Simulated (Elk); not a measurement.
# Fe: magnetism against volume

How does volume change the magnetic state of Fe?

Method: LDA (von Barth-Hedin); all-electron APW+lo, Dirac cores, scalar-relativistic bands, in Elk 11.2.3 (patched build).

The database entry behind the starting cell differs from later determinations by our own check (an axis about 0.7 % long against later determinations), so it need not match the best structure at ambient conditions.

## 1. Starting point

It takes space group Im-3m (No. 229, cubic). The conventional cell has a = 2.886 Å, b = 2.886 Å, c = 2.886 Å, α = 90.00°, β = 90.00°, γ = 90.00°. Nearest to Fe lie 8 Fe at 2.50 Å.

## 2. Factor 0.94, start ferro +

The series opens at one end, with each start in turn.

All lengths scale alike; the factor is that of the volume. Atoms keep their fractional places. The sphere radii are fixed at values that fit the tightest cell, so that all points share one basis rule.

Moments are seeded by fields in the spheres (the last three columns under atoms), set against the wanted direction and reduced each loop.

The input, elk.in:

```
! muffin-tin radii typed in the species files (bohr): Fe 2.2783
tasks
  0

xctype
  5

rgkmax
  7.0

nempty
  12

swidth
  0.002

reducebf
  0.5

epsengy
  1e-05

maxscl
  100

lmaxi
  3

nrmtscf
  0.5

spinpol
  .true.

sppath
  './'

avec
  -2.67120867217 2.67120867217 2.67120867217
  2.67120867217 -2.67120867217 2.67120867217
  2.67120867217 2.67120867217 -2.67120867217

atoms
  1
  'Fe.in'
  1
  0.0000000000 0.0000000000 0.0000000000   0.000000 0.000000 -0.084000

ngridk
  12 12 12
```

On the command line:

```console
$ OMP_NUM_THREADS=2 elk
```

Numbers of over 12 decimals in the logs are rounded to 6 here.

What it wrote:

```text
┌─────────────────────────┐
│ Elk code version 11.2.3 │
└─────────────────────────┘

All units are atomic (Hartree, Bohr, etc.)

┌─────────────────────────────────────────────────┐
│ Ground-state run starting from atomic densities │
└─────────────────────────────────────────────────┘

Lattice vectors :
  -2.671208672       2.671208672       2.671208672
   2.671208672      -2.671208672       2.671208672
   2.671208672       2.671208672      -2.671208672

Species : 1 (Fe)
 parameters loaded from : Fe.in
 name : iron
 nuclear charge    :   -26.00000000
 electronic charge :    26.00000000
 atomic mass :    101799.2075
 muffin-tin radius :    2.278300000
 number of radial points in muffin-tin :    249
 inner part over the whole radius :   0.9847613092E-02
 number on inner part of muffin-tin    :    172
 approximate nuclear radius :   0.7160107270E-04
 number of mesh points to nuclear radius :     76
 atomic positions (lattice), magnetic fields (Cartesian) :
  1 :   0.00000000  0.00000000  0.00000000    0.00000000  0.00000000 -0.08400000

Total number of atoms per unit cell :    1
Total muffin-tin volume :    49.53604621
 ratio of muffin-tin to unit cell volume :   0.6497374512

Spin treatment :
 spin-polarised
 global magnetic field (Cartesian) :    0.000000000       0.000000000       0.000000000
 collinear magnetisation in z-direction

Number of Bravais lattice symmetries :   48
Number of crystal symmetries         :   48
Crystal has inversion symmetry
Real symmetric eigensolver will be used

k-point grid :     12    12    12
k-point offset :    0.000000000       0.000000000       0.000000000
k-point set is reduced with full crystal symmetry group
Total number of k-points :       72

Muffin-tin radius times maximum |G+k| :    7.000000000
 using average radius
Maximum |G+k| for APW functions       :    3.072466313
Maximum (1/2)|G+k|²                   :    4.720024621
Maximum |G| for potential and density :    12.00000000
Constant for pseudocharge density :    7
 order of it for each species :   14
 order of it for pair densities of each species (exact exchange by exxq0 0: 14) :   10
Radial integration step length :    1

G-vector grid sizes :     18    18    18
Number of G-vectors :     2243

Maximum angular momentum used for
 APW functions            :    8
 outer part of muffin-tin :    6
 inner part of muffin-tin :    3

Number of empty states         :     12
Total number of valence states :     42
Total number of core states    :     10

Third-order local-orbitals added for an l without core states : T
Total number of local-orbitals :     23

Exchange-correlation functional :      5     0     0
 von Barth-Hedin, J. Phys. C 5, 1629 (1972)
 gradient requirement :    0
 local density approximation (LDA)

Smearing type :    3
 Fermi-Dirac
Smearing width :   0.2000000000E-02
Effective electronic temperature (K) :    631.5500496

Mixing type :    3
 Broyden mixing, J. Phys. A: Math. Gen. 17, L317 (1984)

Kohn-Sham potential initialised from atomic data

┌──────────────────────────────┐
│ Self-consistent loop started │
└──────────────────────────────┘

┌─────────────────┐
│ Loop number : 1 │
└─────────────────┘

Energies :
 Fermi                       :     0.208240
 sum of occupied eigenvalues :     -737.00686819522
 electron kinetic            :      1284.8568084336
 core electron kinetic       :      1146.0347070219
 Coulomb                     :     -2502.0376851029
 Coulomb potential           :     -1951.4450427576
 nuclear-nuclear             :     -230.24425575952
 electron-nuclear            :     -2601.4474065406
 Hartree                     :      329.65397719715
 Madelung                    :     -1526.3151637241
 xc potential                :     -70.304791677657
 xc effective B-field        :    -0.98902639455241E-01
 external B-field            :      0.000000
 exchange                    :     -51.288038313351
 correlation                 :     -2.670275
 electron entropic           :    -0.28600936116792E-03
 total energy                :     -1271.1394756108
 (external B-field energy excluded from total)

Density of states at Fermi energy :    22.10310031
 (states/Hartree/unit cell)

Estimated indirect band gap :   0.1051129190E-02
 from k-point 40 to k-point 55
Estimated direct band gap   :   0.7899400274E-02
 at k-point 61

Charges :
 core                        :    10.00000000
 valence                     :    16.00000000
 interstitial                :    1.163875424
 muffin-tins (core leakage)
  species : 1 (Fe)
   atom 1                    :    24.83612458     ( -0.4759570043E-04)
 total in muffin-tins        :    24.83612458
 total calculated charge     :    26.00019050
 total charge                :    26.00000000
 error                       :   0.1904970485E-03

Moments :
 interstitial                :  -0.2644626087E-01
 muffin-tins
  species : 1 (Fe)
   atom 1                    :    2.285534063
 total in muffin-tins        :    2.285534063
 total moment                :    2.259087802

[... earlier loops left out ...]

┌──────────────────┐
│ Loop number : 18 │
└──────────────────┘

Energies :
 Fermi                       :     0.299430
 sum of occupied eigenvalues :     -735.18222828254
 electron kinetic            :      1287.0726996790
 core electron kinetic       :      1146.2501672177
 Coulomb                     :     -2503.9801468846
 Coulomb potential           :     -1950.7761321539
 nuclear-nuclear             :     -230.24425575952
 electron-nuclear            :     -2606.0227921902
 Hartree                     :      332.28690106508
 Madelung                    :     -1528.5920808077
 xc potential                :     -71.394985727373
 xc effective B-field        :    -0.83810086218129E-01
 external B-field            :      0.000000
 exchange                    :     -51.442977306603
 correlation                 :     -2.676383
 electron entropic           :    -0.35678232512667E-03
 total energy                :     -1271.0271646182
 (external B-field energy excluded from total)

Density of states at Fermi energy :    26.20620356
 (states/Hartree/unit cell)

Estimated indirect band gap :   0.1252682545E-02
 from k-point 62 to k-point 49
Estimated direct band gap   :   0.8281907520E-02
 at k-point 49

Charges :
 core                        :    10.00000000
 valence                     :    16.00000000
 interstitial                :    1.097705775
 muffin-tins (core leakage)
  species : 1 (Fe)
   atom 1                    :    24.90229423     ( -0.4759572008E-04)
 total in muffin-tins        :    24.90229423
 total calculated charge     :    26.00018445
 total charge                :    26.00000000
 error                       :   0.1844526814E-03

Moments :
 interstitial                :  -0.2144236740E-01
 muffin-tins
  species : 1 (Fe)
   atom 1                    :    2.091390373
 total in muffin-tins        :    2.091390373
 total moment                :    2.069948006

┌──────────────────────────────┐
│ Self-consistent loop stopped │
└──────────────────────────────┘

Wrote STATE.OUT
```

It took 21 s on 2 threads of Arm Neoverse N1, shared host; peak memory 0.05 GiB; 38 s of CPU time.

Read from the output:

```
density of states at the Fermi level : 0.9631 states/eV/cell
moment between the spheres           : -0.02144 μB
magnetization                        : 2.070 μB
final state                          : ferromagnetic
largest moment                       : 2.091 μB
```

After 18 cycles the largest moment stands at 2.09 μB.

## 3. Factor 0.94, start antiferro q=(0,0,1/2) +-

Changes to elk.in since step 2:

```diff
@@ -40,3 +40,3 @@
   2.67120867217 -2.67120867217 2.67120867217
-  2.67120867217 2.67120867217 -2.67120867217
+  5.34241734433 5.34241734433 -5.34241734433
 
@@ -45,6 +45,7 @@
   'Fe.in'
-  1
+  2
   0.0000000000 0.0000000000 0.0000000000   0.000000 0.000000 -0.084000
+  0.0000000000 0.0000000000 0.5000000000   0.000000 0.000000 0.084000
 
 ngridk
-  12 12 12
+  12 12 6
```

On the command line:

```console
$ OMP_NUM_THREADS=2 elk
```

What it wrote:

```text
┌─────────────────────────┐
│ Elk code version 11.2.3 │
└─────────────────────────┘

All units are atomic (Hartree, Bohr, etc.)

┌─────────────────────────────────────────────────┐
│ Ground-state run starting from atomic densities │
└─────────────────────────────────────────────────┘

Lattice vectors :
  -2.671208672       2.671208672       2.671208672
   2.671208672      -2.671208672       2.671208672
   5.342417344       5.342417344      -5.342417344

Species : 1 (Fe)
 muffin-tin radius :    2.278300000
[...]
atom 2                    :    24.90001053     ( -0.4759572019E-04)
 total in muffin-tins        :    49.80002106
 total calculated charge     :    52.00070079
 total charge                :    52.00000000
 error                       :   0.7007890462E-03

Moments :
 interstitial                :  -0.4043474929E-17
 muffin-tins
  species : 1 (Fe)
   atom 1                    :    1.728456148
   atom 2                    :   -1.728456148
 total in muffin-tins        :    0.000000000
 total moment                :  -0.4043474929E-17

┌──────────────────────────────┐
│ Self-consistent loop stopped │
└──────────────────────────────┘

Wrote STATE.OUT

[key lines of the parts left out:]
total energy                :     -2542.0411746743
```

The job ended after 2.9 min (2 threads; peak memory 0.09 GiB; 5.5 min of CPU time).

Spin moment in the muffin-tin sphere by atom:

| atom | spin moment in the muffin-tin sphere (μB) |
| --- | --- |
| Fe1 | 1.73 |
| Fe2 | -1.73 |

Numbers from this step:

| Property | Result |
| --- | --- |
| density of states at the Fermi level | 3.230 states/eV/cell |
| moment between the spheres | 0 μB |
| magnetization | 0 μB |
| final state | antiferromagnetic |

It lies 179 meV a seeded atom over the parallel start, and its largest moment is 1.73 μB against 2.09 μB.

## 4. Factor 0.94, start no spin polarisation

The input, elk.in:

```
! muffin-tin radii typed in the species files (bohr): Fe 2.2783
tasks
  0

xctype
  5

rgkmax
  7.0

nempty
  12

swidth
  0.002

epsengy
  1e-05

maxscl
  100

lmaxi
  3

nrmtscf
  0.5

sppath
  './'

avec
  -2.67120867217 2.67120867217 2.67120867217
  2.67120867217 -2.67120867217 2.67120867217
  2.67120867217 2.67120867217 -2.67120867217

atoms
  1
  'Fe.in'
  1
  0.0000000000 0.0000000000 0.0000000000   0.000000 0.000000 0.000000

ngridk
  12 12 12
```

On the command line:

```console
$ OMP_NUM_THREADS=2 elk
```

What it wrote:

```text
┌─────────────────────────┐
│ Elk code version 11.2.3 │
└─────────────────────────┘

All units are atomic (Hartree, Bohr, etc.)

┌─────────────────────────────────────────────────┐
│ Ground-state run starting from atomic densities │
└─────────────────────────────────────────────────┘

Lattice vectors :
  -2.671208672       2.671208672       2.671208672
   2.671208672      -2.671208672       2.671208672
   2.671208672       2.671208672      -2.671208672

Species : 1 (Fe)
 muffin-tin radius :    2.278300000
[...]
Estimated direct band gap   :   0.7059136892E-02
 at k-point 6

Charges :
 core                        :    10.00000000
 valence                     :    16.00000000
 interstitial                :    1.098676109
 muffin-tins (core leakage)
  species : 1 (Fe)
   atom 1                    :    24.90132389     ( -0.4759570083E-04)
 total in muffin-tins        :    24.90132389
 total calculated charge     :    26.00027613
 total charge                :    26.00000000
 error                       :   0.2761289026E-03

┌──────────────────────────────┐
│ Self-consistent loop stopped │
└──────────────────────────────┘

Wrote STATE.OUT

[key lines of the parts left out:]
total energy                :     -1271.0144167037
```

Elapsed: 5.4 s, on 2 threads; peak memory 0.05 GiB.

This step gave:

- density of states at the Fermi level: 3.678 states/eV/cell
- final state: non-magnetic (no spin polarisation)

It lies 347 meV a seeded atom over the parallel start.

## 5. Factor 1.1, start ferro +

The other end of the series.

The input, elk.in:

```
! muffin-tin radii typed in the species files (bohr): Fe 2.2783
tasks
  0

xctype
  5

rgkmax
  7.0

nempty
  12

swidth
  0.002

reducebf
  0.5

epsengy
  1e-05

maxscl
  100

lmaxi
  3

nrmtscf
  0.5

spinpol
  .true.

sppath
  './'

avec
  -2.81489863114 2.81489863114 2.81489863114
  2.81489863114 -2.81489863114 2.81489863114
  2.81489863114 2.81489863114 -2.81489863114

atoms
  1
  'Fe.in'
  1
  0.0000000000 0.0000000000 0.0000000000   0.000000 0.000000 -0.084000

ngridk
  12 12 12
```

On the command line:

```console
$ OMP_NUM_THREADS=2 elk
```

What it wrote:

```text
┌─────────────────────────┐
│ Elk code version 11.2.3 │
└─────────────────────────┘

All units are atomic (Hartree, Bohr, etc.)

┌─────────────────────────────────────────────────┐
│ Ground-state run starting from atomic densities │
└─────────────────────────────────────────────────┘

Lattice vectors :
  -2.814898631       2.814898631       2.814898631
   2.814898631      -2.814898631       2.814898631
   2.814898631       2.814898631      -2.814898631

Species : 1 (Fe)
 muffin-tin radius :    2.278300000
[...]
muffin-tins (core leakage)
  species : 1 (Fe)
   atom 1                    :    24.68032881     ( -0.4759572041E-04)
 total in muffin-tins        :    24.68032881
 total calculated charge     :    26.00018084
 total charge                :    26.00000000
 error                       :   0.1808359959E-03

Moments :
 interstitial                :  -0.3002102717E-01
 muffin-tins
  species : 1 (Fe)
   atom 1                    :    2.419534948
 total in muffin-tins        :    2.419534948
 total moment                :    2.389513921

┌──────────────────────────────┐
│ Self-consistent loop stopped │
└──────────────────────────────┘

Wrote STATE.OUT

[key lines of the parts left out:]
total energy                :     -1271.0140113162
```

Elapsed: 20 s, on 2 threads; peak memory 0.05 GiB.

Numbers from this step:

| Property | Result |
| --- | --- |
| density of states at the Fermi level | 0.9216 states/eV/cell |
| moment between the spheres | -0.03002 μB |
| magnetization | 2.390 μB |
| final state | ferromagnetic |
| largest moment | 2.420 μB |

After 17 cycles the largest moment stands at 2.42 μB.

## 6. Trends

The largest sphere moment by volume:

| volume (factor) | ferro + (μB) | antiferro q=(0,0,1/2) +- (μB) |
| --- | --- | --- |
| 0.9400 | 2.09 | 1.73 |
| 0.9700 | 2.16 | 1.83 |
| 1.0000 | 2.25 | 1.93 |
| 1.0300 | 2.31 | 2.03 |
| 1.0600 | 2.36 | 2.13 |
| 1.1000 | 2.42 | 2.23 |

Energy less that of the parallel start against volume; values in meV a seeded atom:

| volume (factor) | antiferro q=(0,0,1/2) +- | no spin polarisation |
| --- | --- | --- |
| 0.9400 | 179 | 347 |
| 0.9700 | 186 | 379 |
| 1.0000 | 191 | 410 |
| 1.0300 | 196 | 444 |
| 1.0600 | 200 | 477 |
| 1.1000 | 202 | 520 |

Energy over the lowest against volume; values in meV an atom:

| volume (factor) | ferro + | antiferro q=(0,0,1/2) +- | no spin polarisation |
| --- | --- | --- | --- |
| 0.9400 | 0 | 179 | 347 |
| 0.9700 | 50.6 | 237 | 430 |
| 1.0000 | 112 | 303 | 522 |
| 1.0300 | 179 | 375 | 623 |
| 1.0600 | 251 | 451 | 728 |
| 1.1000 | 358 | 560 | 878 |

## 7. Results

| Item | Value |
| --- | --- |
| moment, parallel start | 2.09 to 2.42 μB |
| states met from spin-polarised starts | antiferromagnetic and ferromagnetic |

The moment of the parallel start goes from 2.09 μB at 0.94 to 2.42 μB at 1.1. The total energy is lowest at an end of the series, so its minimum is not bracketed. The start antiferro q=(0,0,1/2) +- goes from 179 to 202 meV a seeded atom against the parallel start. The spinless run goes from 347 to 520 meV a seeded atom against the parallel start.

[Logs and program files are shortened in this print: banners, set-up blocks, solver, clock and traceback lines can be left out without a mark of their own.]

[Logs are printed without paths, hosts, clocks, repeated set-up lines and the standing remarks that a program may print on its own settings, such as how far it seeks lower states.]

[Hosts, paths, dates, database ids (printed as entryN), source tags and the programs' standing remarks are cut or masked in the printed files.]

[Where a cell is said to come from a database of computed structures, the database is the Materials Project.]
